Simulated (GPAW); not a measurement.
## A computed optical spectrum

Method: GPAW, PBE, RPA, without spin-orbit coupling, line width 0.15 eV (Lorentzian); metals get a typed carrier damping. The response is along the first axis of the cell.

| E (eV) | Im ε |
| --- | --- |
| 0.00 | 0.00 |
| 0.25 | 0.02 |
| 0.50 | 0.03 |
| 0.75 | 0.05 |
| 1.00 | 0.08 |
| 1.25 | 0.11 |
| 1.50 | 0.15 |
| 1.75 | 0.24 |
| 2.00 | 0.46 |
| 2.25 | 0.85 |
| 2.50 | 1.50 |
| 2.75 | 2.45 |
| 3.00 | 3.24 |
| 3.25 | 3.77 |
| 3.50 | 5.05 |
| 3.75 | 5.07 |
| 4.00 | 6.92 |
| 4.25 | 6.96 |
| 4.50 | 5.68 |
| 4.75 | 4.22 |
| 5.00 | 3.83 |
| 5.25 | 3.28 |
| 5.50 | 2.82 |
| 5.75 | 2.67 |
| 6.00 | 3.12 |
| 6.25 | 3.13 |
| 6.50 | 3.00 |
| 6.75 | 3.85 |
| 7.00 | 4.26 |
| 7.25 | 4.64 |
| 7.50 | 4.06 |
| 7.75 | 3.69 |
| 8.00 | 3.58 |

**Question.** To which candidate does it belong?
A. MgO (Fm-3m)
B. PbF2 (Fm-3m)
C. CaO (Fm-3m)
D. BaTiO3 (P4mm)

**Answer.** D. BaTiO3 (P4mm): ε∞ = 5.90 along the first axis, strongest peak along the first axis at 4.09 eV. The others: CaO (Fm-3m), ε∞ = 3.61 along the first axis, strongest peak along the first axis at 9.46 eV; MgO (Fm-3m), ε∞ = 3.04 along the first axis, strongest peak along the first axis at 11.04 eV; PbF2 (Fm-3m), ε∞ = 3.17 along the first axis, strongest peak along the first axis at 8.03 eV.
